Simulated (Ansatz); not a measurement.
# Ga2O3 (R-3c): a many-body input that goes wrong, and its mend

What is wrong with this input for Ga2O3 (R-3c)?

Calculated with Ansatz 0.2.0; G0W0 on PBE, plane waves, PAW.

### 1. The structure

Symmetry: R-3c, No. 167, trigonal system. Conventional cell: a = 4.997 Å, b = 4.997 Å, c = 13.451 Å, α = 90.00°, β = 90.00°, γ = 120.00°. Nearest to Ga lie 6 O at 1.93 to 2.08 Å. O has 4 Ga at 1.93 to 2.08 Å nearest. Farther neighbours and most contacts between anions are not listed.

The cell and positions are those that the Materials Project relaxed with its own functionals (PBE, PBE+U or r2SCAN), kept fixed. This is not the form that Ga2O3 usually takes at ambient conditions. The default PAW set here is soft_2. Its files were made with PBE.

### 2. First try

Contents of input.yaml:

```yaml
crystal:
  lattice:
    - [2.4986991939, 1.4426246522, 4.4835497685]
    - [-2.4986991939, 1.4426246522, 4.4835497685]
    - [0.0, -2.8852493044, 4.4835497685]
  atoms:
    - { symbol: Ga, position: [0.85558558, 0.85558558, 0.85558558] }
    - { symbol: Ga, position: [0.64441442, 0.64441442, 0.64441442] }
    - { symbol: Ga, position: [0.14441442, 0.14441442, 0.14441442] }
    - { symbol: Ga, position: [0.35558558, 0.35558558, 0.35558558] }
    - { symbol: O, position: [0.75, 0.44683282, 0.05316718] }
    - { symbol: O, position: [0.44683282, 0.05316718, 0.75] }
    - { symbol: O, position: [0.05316718, 0.75, 0.44683282] }
    - { symbol: O, position: [0.25, 0.55316718, 0.94683282] }
    - { symbol: O, position: [0.94683282, 0.25, 0.55316718] }
    - { symbol: O, position: [0.55316718, 0.94683282, 0.25] }
kpoints:
  mp_grid: { grid: [4, 4, 4] }
hamiltonian:
  xc: pbe
scf:
  occupations: { method: fermi_dirac, width: 1.0 }
gw:
  n_empty_bands: 102
  ecut_chi: 60
  qp_bands: [v3, c3]
  qp_kpoints: band_edges
  screening: { model: contour_deformation }
```

Run with:

```console
> ansatz run input.yaml --threads 3 --pin off --max-ram 92160MiB --backend cuda --events-out ev --progress --plain --runs-dir out --devices 1 --max-vram 13GiB
```

Numbers of over 12 decimals in the logs are rounded to 6 here.

The log of the run:

```text
band count auto-derived: 71 (N_el = 88.0; filled up to band 44; 54 by the electrons, moments and atoms)
GPUs: using 1 of 1 available (devices: 1).
Engine: ansatz 0.2.0, x86_64-unknown-linux-gnu
Pseudopotentials: kind: paw
Pseudopotential: Ga, paw, valence charge 13, recommended cutoff 420 eV (normal), Ga.paw.azcp
Pseudopotential: O, paw, valence charge 6, recommended cutoff 420 eV (normal), O.paw.azcp
Functional definition: PBE
  parameter kappa = 0.804
  parameter beta = 0.066725
  exchange = pbe_x(kappa = kappa, mu = beta*pi^2/3)
  correlation = pbe_c(beta = beta)
device memory: the entry about to start is reckoned to put 2.8 GiB on a device that reports 57.4 GiB free (of which the cap on the GPU budget leaves the run 13.0 GiB)
GPU FFT provider: cuFFT
GPU libraries: cuBLAS 13.8.2, cuFFT 12.4.0, cuSOLVER 12.3.4
Crystal: 10 atoms, lattice volume = 96.971 Å³
Basis set: ecut = 420 eV, 1899 PW (Γ)
Bands: 71, of which v1, the nominal top of the filled ones, is band 44 counted from 1 (43 counted from 0)
Symmetry: 12 space group operations
Space group: R-3c (ITA 167), of the structure as read, at distance tolerance 4.6e-5 Å
k-points: 13 of 64
Non-local potential: Ga, projectors of the file, l = 0: 2, l = 1: 2, l = 2: 3, l = 3: 1
Non-local potential: O, projectors of the file, l = 0: 2, l = 1: 2, l = 2: 1
PAW form: soft (Blöchl's): semilocal exchange-correlation on the pseudo side does not see the compensation charge
PAW one-centre angular grid: Ga, 590 points (default); XC on 64 Gauss nodes
PAW one-centre angular grid: O, 110 points (default); XC on 64 Gauss nodes
Initial density: superposition of atomic densities (neutral atoms: chi_scale 0, normalization atom), corrected by the library's trained network
Initial wavefunctions: pseudopotential atomic-orbital guess
GPU buffer pool allocated for 46656 grid points (all kernels)
GPU transforms: local potential and band sums: pruned to the plane-wave sphere, on 36×36×36
Functional: x = pbe(κ = 0.804, μ = 0.219515), c = pbe(β = 0.066725)
SCF iter   1: F=—  HF=-18540.430636 eV  |F-HF|=—  |Δ(HF+E_count)|=         —  Δρ=5.52e-3  dr2=2.34e-2  ethr=1.77e-3  ⟨swp⟩=6.8  Hψ=3632  notcnv=0
preconditioner: auto → Kerker (q_TF=auto, 2.685 Å⁻¹)  [metal: Δε(μ)=1.334 eV  Ē_g=22.859 eV  σ=1.000 eV  W_gap=0.32  n_scr=26 (ndim 8)  ℏωp=35.4 eV  f_vac=0.015  D(μ)=0.63/eV (n_scr^D=0)]
SCF iter   2: F=—  HF=-18540.425857 eV  |F-HF|=—  |Δ(HF+E_count)|=   4.78e-3  Δρ=2.83e-3  dr2=3.64e-3  ethr=2.66e-5  ⟨swp⟩=2.5  Hψ=1615  notcnv=0
SCF iter   3: F=—  HF=-18540.425625 eV  |F-HF|=—  |Δ(HF+E_count)|=   2.31e-4  Δρ=1.08e-3  dr2=8.68e-4  ethr=4.13e-6  ⟨swp⟩=2.0  Hψ=1205  notcnv=0
SCF iter   4: F=—  HF=-18540.425525 eV  |F-HF|=—  |Δ(HF+E_count)|=   1.01e-4  Δρ=2.96e-4  dr2=5.63e-5  ethr=9.87e-7  ⟨swp⟩=2.8  Hψ=1441  notcnv=0
SCF iter   5: F=—  HF=-18540.425509 eV  |F-HF|=—  |Δ(HF+E_count)|=   1.61e-5  Δρ=1.31e-4  dr2=1.12e-5  ethr=6.40e-8  ⟨swp⟩=2.2  Hψ=1290  notcnv=0
SCF iter   6: F=—  HF=-18540.425513 eV  |F-HF|=—  |Δ(HF+E_count)|=   3.92e-6  Δρ=2.16e-5  dr2=4.46e-7  ethr=1.27e-8  ⟨swp⟩=2.4  Hψ=1584  notcnv=0
SCF iter   7: F=-18540.425513 eV  HF=-18540.425513 eV  |F-HF|=1.73e-8  |Δ(HF+E_count)|=   3.61e-7  Δρ=4.67e-6  dr2=3.01e-8  ethr=1.14e-10  ⟨swp⟩=4.5  Hψ=2848  notcnv=0
SCF 1 converged in 7 iterations: F = -18540.425513 eV  dr2 = 3.01e-8
[...]
device memory: the entry about to start is reckoned to put 3.5 GiB (of the 3.5 GiB reckoned in all, the device holds 0.1 GiB already) on a device that reports 53.5 GiB free (of which the cap on the GPU budget leaves the run 13.0 GiB)
NSCF: frozen V_eff on 13 k-points
[...]
device memory: the entry about to start is reckoned to put 3.9 GiB on a device that reports 53.6 GiB free (of which the cap on the GPU budget leaves the run 13.0 GiB)
NSCF: frozen V_eff on 13 k-points
SCF converged after 7 iterations
Free energy (F): -18540.425513 eV
Harris-Foulkes:  -18540.425513 eV  (|F-HF|=1.73e-8)
Internal energy: -18537.499863 eV  (E = F + TS)
E sigma→0 (E₀):  -18538.962688 eV
Entropy (-TS):   -2.925650 eV (-292.565 meV/atom)
Fermi energy:    12.306637 eV
--- Per-component energies (eV) ---
  E_band       = 9.938398
  E_kinetic    = 1526.325534
  E_local      = -8529.118148  (includes V_loc(G=0)·N_el)
  E_nonlocal   = 2022.209103
  E_hartree    = 3854.435762
  E_xc         = -714.727093
  E_vxc        = -793.385291  (∫ρ·V_xc dr)
  E_paw        = -8943.030477  (= ΣΔE_a)
  E_vpaw       = -1924.974036  (= ΣTr[D̂ρ^β])
  E_aug_tail   = 0.014581  (compensation charges beyond the density's cutoff)
  E_ewald      = -7753.609124
  E_smearing   = -2.925650  (= −TS)
  E_closure    = 0.000000  (closes the sum)
  Σ components = -18540.425513   (vs F -18540.425513, Δ=0.00e0)
--- Band table (eV; the first three rows and the last of 13) ---
  k-point 0: bands = [... 40 lower, 8.7832, 8.7832, 8.8397, 8.8397, 11.9205, 15.8087, 15.9600, 18.0060, ... 23 higher]
  k-point 1: bands = [... 40 lower, 8.4849, 8.5431, 8.8998, 9.0497, 13.4860, 15.6375, 16.4446, 17.2902, ... 23 higher]
  k-point 2: bands = [... 40 lower, 8.1164, 8.1164, 8.9400, 8.9400, 15.5203, 15.5203, 15.8537, 15.8537, ... 23 higher]
  k-point 12: bands = [... 40 lower, 8.7959, 8.7959, 8.7959, 8.7959, 14.9707, 14.9707, 16.9980, 16.9980, ... 23 higher]
```

Elapsed: 11 s, on 1 × NVIDIA H100 80GB HBM3 (shared by 6 runs) with 3 threads of AMD EPYC 7R13 (Zen 3), shared host; peak memory 0.97 GiB.

Reading the cycles: dr2 is the Hartree energy of the density residual (eV), the measure of convergence; HF is the Harris–Foulkes estimate of the energy, which meets the free energy F at convergence.

Q: What is the fault?

The self-consistent loop converged; the step after it was not made.

The fault: smeared occupations of electronvolts. A wide smearing fills conduction states and empties valence ones, so the start is no longer the insulator.

### 3. A better input

G0W0 replaces the xc potential by the self-energy, built once from these orbitals. Only a window of levels is corrected, while the sums run over the empty bands that the input names.

Changes to input.yaml since step 2:

```diff
@@ -21,6 +21,6 @@
 scf:
-  occupations: { method: fermi_dirac, width: 1.0 }
+  occupations: { method: fixed }
 gw:
-  n_empty_bands: 102
-  ecut_chi: 60
+  n_empty_bands: 404
+  ecut_chi: 150
   qp_bands: [v3, c3]
```

The log of the run:

```text
GPUs: using 1 of 1 available (devices: 1).
[...]
GPU FFT provider: cuFFT
GPU libraries: cuBLAS 13.8.2, cuFFT 12.4.0, cuSOLVER 12.3.4
Crystal: 10 atoms, lattice volume = 96.971 Å³
Basis set: ecut = 420 eV, 1899 PW (Γ)
Bands: 54, of which v1, the nominal top of the filled ones, is band 44 counted from 1 (43 counted from 0)
[... 1 set-up line as in the run before ...]
[...]
k-points: 13 of 64
[...]
GPU buffer pool allocated for 46656 grid points (all kernels)
[...]
SCF iter   1: F=—  HF=-18539.724869 eV  |F-HF|=—  |Δ(HF+E_count)|=         —  Δρ=1.02e-3  dr2=2.21e-4  ethr=1.77e-3  ⟨swp⟩=4.9  Hψ=2185  notcnv=0  defer=103
[...]
SCF iter   6: F=-18539.725587 eV  HF=-18539.725587 eV  |F-HF|=1.34e-8  |Δ(HF+E_count)|=   2.74e-7  Δρ=6.10e-6  dr2=2.27e-8  ethr=1.14e-10  ⟨swp⟩=10.2  Hψ=2512  notcnv=0
SCF 1 converged in 6 iterations: F = -18539.725587 eV  dr2 = 2.27e-8
[...]
0    42      8.8345   -28.1429     4.6081   -22.6203  0.7713     7.9104     7.9201  root
     0    43      8.8974   -27.0408     4.5784   -21.6108  0.7686     8.0373     8.0458  root
     0    44      8.8974   -27.0408     4.5784   -21.6108  0.7686     8.0373     8.0458  root
     0    45     11.9367   -13.4239    -3.6811   -17.9528  0.8298    12.7886    12.7845  root
     0    46     15.8182   -13.0208    -4.5407   -18.8227  0.8129    17.0940    17.0794  root
     0    47     15.9706    -9.8982    -4.5708   -15.4035  0.8266    16.9127    16.9051  root
     1    42      8.5970   -26.6823     4.5033   -21.3077  0.7690     7.7164     7.7256  root
     1    43      8.9579   -27.2555     4.6493   -21.7332  0.7682     8.0759     8.0849  root
[...]
12    44      8.8499   -27.6093     4.6043   -22.1203  0.7697     7.9560     7.9652  root
    12    45     14.9936   -13.6976    -4.1409   -18.9515  0.8119    16.1173    16.1066  root
    12    46     14.9936   -13.6976    -4.1409   -18.9515  0.8119    16.1173    16.1066  root
    12    47     17.0054   -11.5408    -4.9410   -17.6870  0.8142    18.2257    18.2105  root
[key lines of the parts left out:]
SCF converged after 6 iterations
Free energy (F): -18539.725587 eV
Fermi energy:    9.108500 eV
```

It took 39 s on 1 × NVIDIA H100 80GB HBM3 (shared by 6 runs) with 3 threads; peak memory 1.7 GiB; 66 s of CPU time.

Numbers from this step:

* bands summed: 448
* RPA ε∞ on this mesh (eigenvalues): 4.175, 4.299, 4.299
* plane waves in the screening matrix: 405
* q-points in the mesh: 64
* G0W0 gap on the mesh: 4.540 eV
* k of the valence top: 0, 0, 0.25
* k of the conduction bottom: 0, 0, 0
* starting gap on the mesh: 2.828 eV
* Z at the valence top: 0.7688
* Z at the conduction bottom: 0.8298
* least direct G0W0 gap on the computed points: 4.739 eV

The gap on the mesh goes from 2.83 eV to 4.54 eV, a correction of +1.71 eV. Between the two edge states, bare exchange in place of the xc potential would open the gap by 10.06 eV, and correlation takes back 8.34 eV.

### 4. Results

```yaml
first_try: the many-body step was refused after 11 s
better_run: G0W0 gap on the mesh 4.54 eV (4×4×4 mesh, 404 empty bands, screening to 150 eV)
```

**Reading.** The second run differs in: empty bands, screening cutoff (eV) and smearing (eV). Bands and cutoff are finite, so the gap is not at the basis limit. The miss can reach some tenths of an eV and take either sign; the mesh is an error of its own. The many-body steps are scalar-relativistic: spin-orbit coupling is not in them.

[Paths, hosts, dates, memory and timing lines, banners, echoed tables and standing remarks are left out of the program output.]

[Logs are printed without paths, hosts, clocks, repeated set-up lines and the standing remarks that a program may print on its own settings, such as how far it seeks lower states.]

[Runs of the session that timed out or met a known fault of the program may be left out.]

[Cells called generated may have been cut or substituted from an entry of the Crystallography Open Database or the Materials Project.]

[Hosts, paths, dates, database ids (printed as entryN), source tags and the programs' standing remarks are cut or masked in the printed files.]
